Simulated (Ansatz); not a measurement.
Planning a run of Ansatz 0.2.0 on BaTiO3 (R-3m). The input:

```yaml
crystal:
  lattice:
    - [2.714271944, 1.5670856375, 2.2256577535]
    - [-2.714271944, 1.5670856375, 2.2256577535]
    - [0.0, -3.1341712751, 2.2256577534]
  atoms:
    - { symbol: Ba, position: [0.0038217413, 0.0038217413, 0.0038217413] }
    - { symbol: Ti, position: [0.5037888403, 0.5037888403, 0.5037888403] }
    - { symbol: O, position: [0.5038632178, 0.5038632178, 0.0038629828] }
    - { symbol: O, position: [0.0038629828, 0.5038632178, 0.5038632178] }
    - { symbol: O, position: [0.5038632178, 0.0038629828, 0.5038632178] }
kpoints:
  mp_grid: { grid: [4, 4, 4] }
  band_path:
    path:
      - [0.0, 0.0, 0.0]
      - [0.5, 0.5, 0.5]
      - [0.50282879, 0.49717121, 0.5]
      - [0.5, -0.49717121, 0.49717121]
      - [0.5, 0.0, 0.0]
      - [0.49858561, -0.49858561, 0.0]
      - [0.50141439, 0.0, 0.49858561]
      - [0.049858561, -0.049858561, 0.0]
    npoints: 1
hamiltonian:
  xc: hse06
  pseudopotentials: { kind: paw, azcp: { folder: soft_1 } }
scf:
  occupations: { method: fixed }
  n_extra_bands: 5
output:
  eigenvalues: true
  write_density: true
  write_potential: true
  elf: true
  volumetric_format: npy
```

```sh
ansatz run input.yaml --threads 3 --pin off --max-ram 92160MiB --backend cuda --events-out ev --progress --plain --runs-dir out --devices 1 --max-vram 13GiB
```

Q: Estimate wall time and host memory on 1 × NVIDIA H100 80GB HBM3 (shared by 6 runs) with 3 threads of AMD EPYC 7R13 (Zen 3), shared host.

It took 16 s; on shared hardware allow 7.8 s to 31 s. Peak host memory was 1.2 GiB. The sizes that set the cost: 1141 plane waves a state, 13 irreducible k points and 16 SCF cycles.

Exact exchange couples every pair of k points and filled bands, so it costs far more than a semilocal run.

[Paths, hosts, dates, memory and timing lines, banners, echoed tables and standing remarks are left out of the program output.]

[Logs are printed without paths, hosts, clocks, repeated set-up lines and the standing remarks that a program may print on its own settings, such as how far it seeks lower states.]

[Runs of the session that timed out or met a known fault of the program may be left out.]

[Cells called generated may have been cut or substituted from an entry of the Crystallography Open Database or the Materials Project.]

[Hosts, paths, dates, database ids (printed as entryN), source tags and the programs' standing remarks are cut or masked in the printed files.]
